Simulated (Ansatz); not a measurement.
## K2Sn2Se3: complex band structure

Wanted: the relaxed cell of K2Sn2Se3, its band edges and its decay constants. It is built by putting Se for O in the K2Sn2O3 structure of space group R-3m, with the volume rescaled by atomic radii. The parent structure comes from the Materials Project.

Program: Ansatz 0.2.0. Level of theory: PBE DFT, plane waves, PAW files, in the first sound run; inputs show where later runs differ. Results are calculated unless marked as measured.

The structure was built from a prototype and need not be the compound's stable phase.

## Step 1: The starting structure

Symmetry: R-3m, No. 166, trigonal system. The conventional cell has a = 6.513 Å, b = 6.513 Å, c = 15.372 Å, α = 90.00°, β = 90.00°, γ = 120.00°. Nearest to K lie 6 Se at 3.26 Å. K has 6 Se at 3.18 Å nearest. Nearest to Sn lie 3 Se at 2.21 Å. Nearest to Se lie 2 Sn at 2.21 Å and 4 K at 3.18 to 3.26 Å. It derives from K2Sn2O3. Se for O in the K2Sn2O3 structure of space group R-3m. Farther neighbours and most contacts between anions are not listed.

## Step 2: Relaxing the new crystal

The substituted atoms don't fit the parent's cell, so cell and atoms relax together. A small smearing keeps the run stable in case the gap closes on the way.

input.yaml reads:

```yaml
crystal:
  lattice:
    - [3.256545765, 1.8801675741, 5.1241149529]
    - [-3.256545765, 1.8801675741, 5.1241149529]
    - [0.0, -3.7603351481, 5.1241149529]
  atoms:
    - { symbol: K, position: [0.5, 0.5, 0.5] }
    - { symbol: K, position: [0.0, 0.0, 0.0] }
    - { symbol: Sn, position: [0.24228268, 0.24228268, 0.24228268] }
    - { symbol: Sn, position: [0.75771732, 0.75771732, 0.75771732] }
    - { symbol: Se, position: [0.0, 0.5, 0.0] }
    - { symbol: Se, position: [0.0, 0.0, 0.5] }
    - { symbol: Se, position: [0.5, 0.0, 0.0] }
kpoints:
  mp_grid: { grid: [4, 4, 4] }
scf:
  occupations: { method: gaussian, width: 0.03 }
hamiltonian:
  xc: pbe
output:
  forces: true
  stress: true
relax:
  f_tol: 0.02
  max_steps: 60
  cell: {}
```

Run with:

```
$ ansatz run input.yaml --threads 2 --pin off --max-ram 4096MiB --backend cpu --events-out ev --progress --plain --runs-dir out
```

Numbers of over 12 decimals in the logs are rounded to 6 here.

Log:

```text
Engine: ansatz 0.2.0, aarch64-unknown-linux-gnu
Pseudopotentials: kind: paw
Pseudopotential: K, paw, valence charge 9, recommended cutoff 420 eV (normal), K.paw.azcp
Pseudopotential: Sn, paw, valence charge 14, recommended cutoff 420 eV (normal), Sn.paw.azcp
Pseudopotential: Se, paw, valence charge 16, recommended cutoff 420 eV (normal), Se.paw.azcp
Functional definition: PBE
  parameter kappa = 0.804
  parameter beta = 0.066725
  exchange = pbe_x(kappa = kappa, mu = beta*pi^2/3)
  correlation = pbe_c(beta = beta)
Crystal: 7 atoms, lattice volume = 188.245 Å³
Basis set: ecut = 420 eV, 3659 PW (Γ), exchange–correlation on 90×90×90 points (8 copies of the dense FFT grid, shifted against one another)
Bands: 57, of which v1, the nominal top of the filled ones, is band 47 counted from 1 (46 counted from 0)
Symmetry: 12 space group operations
Space group: R-3m (ITA 166), of the structure as read, at distance tolerance 5.7e-5 Å
k-points: 13 of 64
Non-local potential: K, projectors of the file, l = 0: 3, l = 1: 2, l = 2: 2
Non-local potential: Sn, projectors of the file, l = 0: 2, l = 1: 2, l = 2: 2, l = 3: 2
Non-local potential: Se, projectors of the file, l = 0: 2, l = 1: 2, l = 2: 3, l = 3: 1
PAW form: soft (Blöchl's): semilocal exchange-correlation on the pseudo side does not see the compensation charge
PAW one-centre angular grid: K, 110 points (default); XC on 64 Gauss nodes
PAW one-centre angular grid: Sn, 590 points (default); XC on 64 Gauss nodes
PAW one-centre angular grid: Se, 590 points (default); XC on 64 Gauss nodes
Initial density: superposition of atomic densities (neutral atoms: chi_scale 0, normalization atom), corrected by the library's trained network
Initial wavefunctions: pseudopotential atomic-orbital guess
Functional: x = pbe(κ = 0.804, μ = 0.219515), c = pbe(β = 0.066725)
SCF iter   1: F=—  HF=-31526.804565 eV  |F-HF|=—  |Δ(HF+E_count)|=         —  Δρ=2.11e-3  dr2=2.18e-2  ethr=1.77e-3  ⟨swp⟩=9.8  Hψ=3488  notcnv=0  defer=5
preconditioner: auto → Resta (q_TF=auto, 2.430 Å⁻¹)  ε∞=2.5  [insulator: Δε(μ)=0.156 eV  Ē_g=17.170 eV  σ=0.030 eV  W_gap=1.00  n_scr=56 (ndim 8)  ℏωp=21.0 eV  f_vac=0.145  D(μ)=0.00/eV (n_scr^D=0)  ε∞_Penn≈2.5]
SCF iter   2: F=—  HF=-31526.801559 eV  |F-HF|=—  |Δ(HF+E_count)|=   3.01e-3  Δρ=1.07e-3  dr2=2.96e-3  ethr=2.32e-5  ⟨swp⟩=2.5  Hψ=1344  notcnv=0  defer=55
SCF iter   3: F=—  HF=-31526.801130 eV  |F-HF|=—  |Δ(HF+E_count)|=   4.29e-4  Δρ=3.51e-4  dr2=3.76e-4  ethr=3.15e-6  ⟨swp⟩=2.0  Hψ=802  notcnv=0  defer=55
SCF iter   4: F=—  HF=-31526.801106 eV  |F-HF|=—  |Δ(HF+E_count)|=   2.43e-5  Δρ=7.54e-5  dr2=1.36e-5  ethr=4.00e-7  ⟨swp⟩=2.9  Hψ=1435  notcnv=0  defer=55
SCF iter   5: F=—  HF=-31526.801169 eV  |F-HF|=—  |Δ(HF+E_count)|=   6.37e-5  Δρ=3.61e-5  dr2=2.16e-6  ethr=1.44e-8  ⟨swp⟩=2.0  Hψ=1296  notcnv=0  defer=55
SCF iter   6: F=—  HF=-31526.801172 eV  |F-HF|=—  |Δ(HF+E_count)|=   2.27e-6  Δρ=9.13e-6  dr2=1.44e-7  ethr=2.29e-9  ⟨swp⟩=2.0  Hψ=1178  notcnv=0  defer=55
SCF iter   7: F=-31526.801172 eV  HF=-31526.801172 eV  |F-HF|=1.35e-8  |Δ(HF+E_count)|=   1.60e-7  Δρ=2.37e-6  dr2=1.02e-8  ethr=1.06e-10  ⟨swp⟩=5.0  Hψ=2664  notcnv=0
SCF 1 converged in 7 iterations: F = -31526.801172 eV  dr2 = 1.02e-8
  greatest PAW one-centre occupation: 1.000 electrons in one spin orbital (limit 2), on the Se atom at site 5 (counted from 0), in its partial waves of l = 2
relax step   1: F+E_penalty+E_count = -31526.80117181 eV  Δ(F+E_penalty+E_count) = +0.000e0 eV  max|allowed force component| = 1.124e1 eV/Å  Δτ_max = 0.0000 Å  P = +33.662 GPa  Ω = 188.245 Å³  (7 SCF iters, dr2 threshold 1.00e-7 eV, accepted)
Crystal: 7 atoms, lattice volume = 202.348 Å³
Basis set: ecut = 420 eV, 3935 PW (Γ), exchange–correlation on 90×90×90 points (8 copies of the dense FFT grid, shifted against one another)
Initial density: handed on by an earlier stage of this run
Initial wavefunctions: those handed on with the density
iter 1 solved again at ethr=1.62e-4 eV; its pass at ethr=3.10e-3 eV (dr2=1.52e-1 eV) is discarded
SCF iter   1: F=—  HF=-31532.237849 eV  |F-HF|=—  |Δ(HF+E_count)|=         —  Δρ=9.98e-3  dr2=1.51e-1  ethr=1.62e-4  ⟨swp⟩=2.7  Hψ=4118  notcnv=0
preconditioner: auto → Resta (q_TF=auto, 2.401 Å⁻¹)  ε∞=2.5  [insulator: Δε(μ)=0.499 eV  Ē_g=16.616 eV  σ=0.030 eV  W_gap=1.00  n_scr=56 (ndim 8)  ℏωp=20.2 eV  f_vac=0.139  D(μ)=0.00/eV (n_scr^D=0)  ε∞_Penn≈2.5]
SCF iter   2: F=—  HF=-31532.200844 eV  |F-HF|=—  |Δ(HF+E_count)|=   3.70e-2  Δρ=5.33e-3  dr2=4.36e-2  ethr=1.60e-4  ⟨swp⟩=3.3  Hψ=1034  notcnv=0
SCF iter   3: F=—  HF=-31532.193067 eV  |F-HF|=—  |Δ(HF+E_count)|=   7.78e-3  Δρ=6.61e-4  dr2=8.24e-4  ethr=4.64e-5  ⟨swp⟩=3.8  Hψ=1176  notcnv=0
SCF iter   4: F=—  HF=-31532.193367 eV  |F-HF|=—  |Δ(HF+E_count)|=   3.00e-4  Δρ=2.09e-4  dr2=1.03e-4  ethr=8.76e-7  ⟨swp⟩=2.0  Hψ=1370  notcnv=0
SCF iter   5: F=—  HF=-31532.193485 eV  |F-HF|=—  |Δ(HF+E_count)|=   1.18e-4  Δρ=6.78e-5  dr2=1.33e-5  ethr=1.10e-7  ⟨swp⟩=2.0  Hψ=1347  notcnv=0
SCF iter   6: F=—  HF=-31532.193496 eV  |F-HF|=—  |Δ(HF+E_count)|=   1.06e-5  Δρ=2.06e-5  dr2=1.22e-6  ethr=1.41e-8  ⟨swp⟩=2.0  Hψ=1347  notcnv=0
SCF iter   7: F=-31532.193497 eV  HF=-31532.193496 eV  |F-HF|=1.55e-7  |Δ(HF+E_count)|=   7.78e-7  Δρ=7.31e-6  dr2=1.09e-7  ethr=7.45e-10  ⟨swp⟩=5.0  Hψ=2736  notcnv=0
SCF 2 converged in 7 iterations: F = -31532.193497 eV  dr2 = 1.09e-7
  greatest PAW one-centre occupation: 1.000 electrons in one spin orbital (limit 2), on the Se atom at site 4 (counted from 0), in its partial waves of l = 2
relax step   2: F+E_penalty+E_count = -31532.19349661 eV  Δ(F+E_penalty+E_count) = -5.392e0 eV  max|allowed force component| = 4.819e0 eV/Å  Δτ_max = 0.1966 Å  P = +16.986 GPa  Ω = 202.348 Å³  energy of the carried Pulay correction = -4.955e-3 eV  (7 SCF iters, dr2 threshold 7.00e-7 eV, accepted)
Crystal: 7 atoms, lattice volume = 226.949 Å³
Basis set: ecut = 420 eV, 4403 PW (Γ), exchange–correlation on 90×90×90 points (8 copies of the dense FFT grid, shifted against one another)
iter 1 solved again at ethr=6.60e-5 eV; its pass at ethr=3.10e-3 eV (dr2=6.20e-2 eV) is discarded
SCF iter   1: F=—  HF=-31534.537277 eV  |F-HF|=—  |Δ(HF+E_count)|=         —  Δρ=4.44e-3  dr2=6.04e-2  ethr=6.60e-5  ⟨swp⟩=3.2  Hψ=4964  notcnv=0
preconditioner: auto → Resta (q_TF=auto, 2.356 Å⁻¹)  ε∞=2.8  [insulator: Δε(μ)=0.467 eV  Ē_g=11.609 eV  σ=0.030 eV  W_gap=1.00  n_scr=56 (ndim 8)  ℏωp=15.6 eV  f_vac=0.173  D(μ)=0.00/eV (n_scr^D=0)  ε∞_Penn≈2.8]
SCF iter   2: F=—  HF=-31534.524322 eV  |F-HF|=—  |Δ(HF+E_count)|=   1.30e-2  Δρ=2.55e-3  dr2=1.62e-2  ethr=6.42e-5  ⟨swp⟩=4.0  Hψ=1116  notcnv=0  defer=1
[...]
[... from here on, the SCF cycles and remarks between the steps are left out ...]
relax step   4: F+E_penalty+E_count = -31535.39368801 eV  Δ(F+E_penalty+E_count) = -8.701e-1 eV  max|allowed force component| = 5.760e-1 eV/Å  Δτ_max = 0.0053 Å  P = +3.172 GPa  Ω = 248.554 Å³  energy of the carried Pulay correction = -1.896e-2 eV  (7 SCF iters, dr2 threshold 7.00e-7 eV, accepted)
relax step   5: F+E_penalty+E_count = -31535.73340186 eV  Δ(F+E_penalty+E_count) = -3.397e-1 eV  max|allowed force component| = 1.616e-1 eV/Å  Δτ_max = 0.0335 Å  P = +0.782 GPa  Ω = 268.035 Å³  energy of the carried Pulay correction = -2.403e-2 eV  (7 SCF iters, dr2 threshold 7.00e-7 eV, accepted)
relax step   6: F+E_penalty+E_count = -31535.76862474 eV  Δ(F+E_penalty+E_count) = -3.522e-2 eV  max|allowed force component| = 3.976e-2 eV/Å  Δτ_max = 0.0125 Å  P = -0.094 GPa  Ω = 275.387 Å³  energy of the carried Pulay correction = -2.584e-2 eV  (6 SCF iters, dr2 threshold 7.00e-7 eV, accepted)
relax step   7: F+E_penalty+E_count = -31535.77064105 eV  Δ(F+E_penalty+E_count) = -2.016e-3 eV  max|allowed force component| = 1.514e-2 eV/Å  Δτ_max = 0.0073 Å  P = -0.087 GPa  Ω = 274.390 Å³  energy of the carried Pulay correction = -2.560e-2 eV  (5 SCF iters, dr2 threshold 1.40e-7 eV, accepted)
relax step   8: F+E_penalty+E_count = -31535.77200150 eV  Δ(F+E_penalty+E_count) = -1.360e-3 eV  max|allowed force component| = 7.359e-2 eV/Å  Δτ_max = 0.0049 Å  P = +0.101 GPa  Ω = 271.817 Å³  energy of the carried Pulay correction = -2.497e-2 eV  (6 SCF iters, dr2 threshold 8.13e-8 eV, accepted)
relax step   9: F+E_penalty+E_count = -31535.77263677 eV  Δ(F+E_penalty+E_count) = -6.353e-4 eV  max|allowed force component| = 1.612e-3 eV/Å  Δτ_max = 0.0073 Å  P = +0.002 GPa  Ω = 272.062 Å³  energy of the carried Pulay correction = -2.503e-2 eV  (5 SCF iters, dr2 threshold 3.38e-7 eV, accepted)
relax step  10: F+E_penalty+E_count = -31535.86690394 eV  Δ(F+E_penalty+E_count) = -9.427e-2 eV  max|allowed force component| = 1.043e-2 eV/Å  Δτ_max = 0.0000 Å  P = +0.565 GPa  Ω = 272.062 Å³  stress off target by 8.01e-1 GPa  SCF on the basis re-selected at this cell (its energy is not comparable with the rows above)  (8 SCF iters)
relax step  11: F+E_penalty+E_count = -31535.89033994 eV  Δ(F+E_penalty+E_count) = -2.344e-2 eV  max|allowed force component| = 9.051e-4 eV/Å  Δτ_max = 0.0276 Å  P = +0.202 GPa  Ω = 279.001 Å³  energy of the carried Pulay correction = -6.122e-4 eV  (6 SCF iters, dr2 threshold 7.00e-7 eV, accepted)
relax step  12: F+E_penalty+E_count = -31535.89237396 eV  Δ(F+E_penalty+E_count) = -2.034e-3 eV  max|allowed force component| = 9.924e-4 eV/Å  Δτ_max = 0.0241 Å  P = -0.104 GPa  Ω = 285.357 Å³  energy of the carried Pulay correction = -1.194e-3 eV  (6 SCF iters, dr2 threshold 1.99e-7 eV, accepted)
relax step  13: F+E_penalty+E_count = -31535.89350801 eV  Δ(F+E_penalty+E_count) = -1.134e-3 eV  max|allowed force component| = 1.701e-5 eV/Å  Δτ_max = 0.0087 Å  P = -0.002 GPa  Ω = 283.105 Å³  energy of the carried Pulay correction = -9.856e-4 eV  (6 SCF iters, dr2 threshold 4.72e-8 eV, accepted)
iter 1 solved again at ethr=5.55e-8 eV; its pass at ethr=3.10e-3 eV (dr2=5.22e-5 eV) is discarded
SCF iter   1: F=—  HF=-31535.866802 eV  |F-HF|=—  |Δ(HF+E_count)|=         —  Δρ=4.04e-4  dr2=3.33e-5  ethr=5.55e-8  ⟨swp⟩=3.9  Hψ=5300  notcnv=0
preconditioner: auto → Resta (q_TF=auto, 2.270 Å⁻¹)  ε∞=2.6  [insulator: Δε(μ)=0.452 eV  Ē_g=11.131 eV  σ=0.030 eV  W_gap=1.00  n_scr=56 (ndim 8)  ℏωp=14.0 eV  f_vac=0.236  D(μ)=0.00/eV (n_scr^D=0)  ε∞_Penn≈2.6]
SCF iter   2: F=—  HF=-31535.887341 eV  |F-HF|=—  |Δ(HF+E_count)|=   2.05e-2  Δρ=2.03e-4  dr2=6.12e-6  ethr=3.54e-8  ⟨swp⟩=2.1  Hψ=1129  notcnv=0
SCF iter   3: F=—  HF=-31535.892413 eV  |F-HF|=—  |Δ(HF+E_count)|=   5.07e-3  Δρ=1.11e-4  dr2=2.26e-6  ethr=6.51e-9  ⟨swp⟩=2.0  Hψ=1001  notcnv=0
SCF iter   4: F=—  HF=-31535.894393 eV  |F-HF|=—  |Δ(HF+E_count)|=   1.98e-3  Δρ=1.94e-5  dr2=3.09e-7  ethr=2.40e-9  ⟨swp⟩=2.1  Hψ=1028  notcnv=0
SCF iter   5: F=—  HF=-31535.894451 eV  |F-HF|=—  |Δ(HF+E_count)|=   5.72e-5  Δρ=3.10e-6  dr2=2.84e-8  ethr=3.29e-10  ⟨swp⟩=2.0  Hψ=1352  notcnv=0
SCF iter   6: F=—  HF=-31535.894452 eV  |F-HF|=—  |Δ(HF+E_count)|=   1.02e-6  Δρ=8.54e-7  dr2=7.04e-9  ethr=3.02e-11  ⟨swp⟩=3.0  Hψ=1352  notcnv=0
SCF iter   7: F=—  HF=-31535.894452 eV  |F-HF|=—  |Δ(HF+E_count)|=   8.52e-9  Δρ=2.58e-7  dr2=5.10e-10  ethr=7.48e-12  ⟨swp⟩=2.0  Hψ=887  notcnv=0
SCF iter   8: F=-31535.894452 eV  HF=-31535.894452 eV  |F-HF|=5.09e-11  |Δ(HF+E_count)|=  2.26e-10  Δρ=8.93e-8  dr2=3.32e-11  ethr=1.00e-12  ⟨swp⟩=3.4  Hψ=2758  notcnv=0
SCF 14 converged in 8 iterations: F = -31535.894452 eV  dr2 = 3.32e-11
relax step  14: F+E_penalty+E_count = -31535.89445165 eV  Δ(F+E_penalty+E_count) = -9.436e-4 eV  max|allowed force component| = 3.769e-4 eV/Å  Δτ_max = 0.0000 Å  P = -0.005 GPa  Ω = 283.105 Å³  stress off target by 4.63e-3 GPa  SCF on the basis re-selected at this cell (its energy is not comparable with the rows above)  (8 SCF iters)
basis re-selected at this cell: Δ(F+E_penalty+E_count) = -9.436e-4 eV, ΔP = -0.002 GPa vs the last step (what re-selecting the basis moved, of the pressure what is left beyond the Pulay correction that the steps carried, after the strain that the cell walked since its last selection, with what the two solves' SCF thresholds leave and, on support functions, any second-order correction that the steps lacked; it is no m [...]
SCF converged after 8 iterations
Free energy (F): -31535.894452 eV
Harris-Foulkes:  -31535.894452 eV  (|F-HF|=5.09e-11)
Internal energy: -31535.894452 eV  (E = F + TS)
E sigma→0 (E₀):  -31535.894452 eV
Fermi energy:    3.924271 eV
--- Per-component energies (eV) ---
  E_band       = -1879.695784
  E_kinetic    = 1233.895456
  E_local      = -13800.366302  (includes V_loc(G=0)·N_el)
  E_nonlocal   = -1828.132973
  E_hartree    = 6717.751429
  E_xc         = -1347.845922
  E_vxc        = -815.347541  (∫ρ·V_xc dr)
  E_paw        = -15566.515173  (= ΣΔE_a)
  E_vpaw       = -105.246230  (= ΣTr[D̂ρ^β])
  E_aug_tail   = -0.001784  (compensation charges beyond the density's cutoff)
  E_ewald      = -6944.679184
  E_smearing   = -0.000000  (= −TS)
  E_closure    = -0.000000  (closes the sum)
  Σ components = -31535.894452   (vs F -31535.894452, Δ=0.00e0)
--- Forces (eV/Å), atoms counted from 1 ---
  atom   1  K      0.00000000     0.00000000     0.00000000
  atom   2  K      0.00000000     0.00000000     0.00000000
  atom   3  Sn    -0.00000000    -0.00000000    -0.00037687
  atom   4  Sn     0.00000000     0.00000000     0.00037687
  atom   5  Se    -0.00000000     0.00000000     0.00000000
  atom   6  Se     0.00000000     0.00000000     0.00000000
  atom   7  Se     0.00000000    -0.00000000    -0.00000000
  max |Σ_I F_I| component: 1.59e-18 eV/Å
--- Stress (GPa, compression-positive) ---
       -0.004492      -0.000000       0.000000
       -0.000000      -0.004492      -0.000000
        0.000000      -0.000000      -0.004633
  P = ⅓ Tr σ = -0.0045 GPa (-0.045 kbar)
--- Relaxed structure (12 steps of the walk, 12 accepted, 2 SCFs on fresh bases) ---
  F+E_penalty+E_count = -31535.89445165 eV   max|allowed force component| = 3.769e-4 eV/Å   (the final SCF, on the basis selected at the relaxed cell)
  cell:  # Å, volume = 283.1051 Å³
    - [3.979171, 2.297375, 5.161452]
    - [-3.979171, 2.297375, 5.161452]
    - [0, -4.594751, 5.161452]
  atoms:
    - { symbol: K, position: [0.5, 0.5, 0.500000] }
    - { symbol: K, position: [0, 0, 0] }
    - { symbol: Sn, position: [0.254276, 0.254276, 0.254276] }
    - { symbol: Sn, position: [0.745724, 0.745724, 0.745724] }
    - { symbol: Se, position: [5.551115123125783e-17, 0.5, 2.7755575615628914e-17] }
    - { symbol: Se, position: [-2.7755575615628914e-17, -2.7755575615628914e-17, 0.5] }
    - { symbol: Se, position: [0.5, 5.551115123125783e-17, 2.7755575615628914e-17] }
```

Elapsed: 53 s, on 2 threads of Arm Neoverse V2, shared host; peak memory 0.65 GiB.

Step by step:

```csv
step,energy less that of the first step (eV),largest force component (eV/Å),pressure (GPa),volume (Å³)
1,0.0000,11.2404,33.66,188.25
2,-5.3923,4.8188,16.99,202.35
3,-7.7224,1.6590,7.32,226.95
4,-8.5925,0.5760,3.17,248.55
5,-8.9322,0.1616,0.78,268.03
6,-8.9675,0.0398,-0.09,275.39
7,-8.9695,0.0151,-0.09,274.39
8,-8.9708,0.0736,0.10,271.82
9,-8.9715,0.0016,0.00,272.06
10*,-9.0657,0.0104,0.57,272.06
11,-9.0892,0.0009,0.20,279.00
12,-9.0912,0.0010,-0.10,285.36
13,-9.0923,0.0000,0.00,283.11
14*,-9.0933,0.0004,0.00,283.11
```

Relaxation steps marked * repeat the geometry before them on a plane-wave basis chosen anew for their cell, so energy and pressure can jump there.

The run keeps the 12 symmetry operations that it works with, so distortions that break them were not tested.

```csv
cell as run,before,after,change
a (Å),6.356,6.910,+8.7 %
b (Å),6.356,6.910,+8.7 %
c (Å),6.356,6.910,+8.7 %
α (°),61.64,70.32,+14.1 %
β (°),61.64,70.32,+14.1 %
γ (°),61.64,70.32,+14.1 %
volume (Å³/atom),26.89,40.44,+50.4 %
```

The atoms that moved most (Å, as changes of fractional coordinates times the final cell):

```csv
atom,dx,dy,dz,length
Sn3,0.000,0.000,0.186,0.186
Sn4,0.000,0.000,-0.186,0.186
```

Final coordinates:

```cif
data_structure
_symmetry_space_group_name_H-M 'P 1'
_symmetry_Int_Tables_number 1
_cell_length_a 6.9103
_cell_length_b 6.9103
_cell_length_c 6.9103
_cell_angle_alpha 70.316
_cell_angle_beta 70.316
_cell_angle_gamma 70.316
_cell_volume 283.11
loop_
_atom_site_label
_atom_site_type_symbol
_atom_site_fract_x
_atom_site_fract_y
_atom_site_fract_z
_atom_site_occupancy
K1 K 0.50000 0.50000 0.50000 1
K2 K 0.00000 0.00000 0.00000 1
Sn3 Sn 0.25428 0.25428 0.25428 1
Sn4 Sn 0.74572 0.74572 0.74572 1
Se5 Se 0.00000 0.50000 0.00000 1
Se6 Se 0.00000 0.00000 0.50000 1
Se7 Se 0.50000 0.00000 0.00000 1
```

This step gave:

| Item | Value |
| --- | --- |
| free energy | -31535.8945 eV |
| Fermi energy | 3.924 eV |
| pressure | -0.004539 GPa |

The largest force component on a free atom ends at 3.8e-4 eV/Å.

(Continued in part 2 of 3.)

[Logs are printed without paths, hosts, clocks, repeated set-up lines and the standing remarks that a program may print on its own settings, such as how far it seeks lower states.]

[Hosts, paths, dates, database ids (printed as entryN), source tags and the programs' standing remarks are cut or masked in the printed files.]
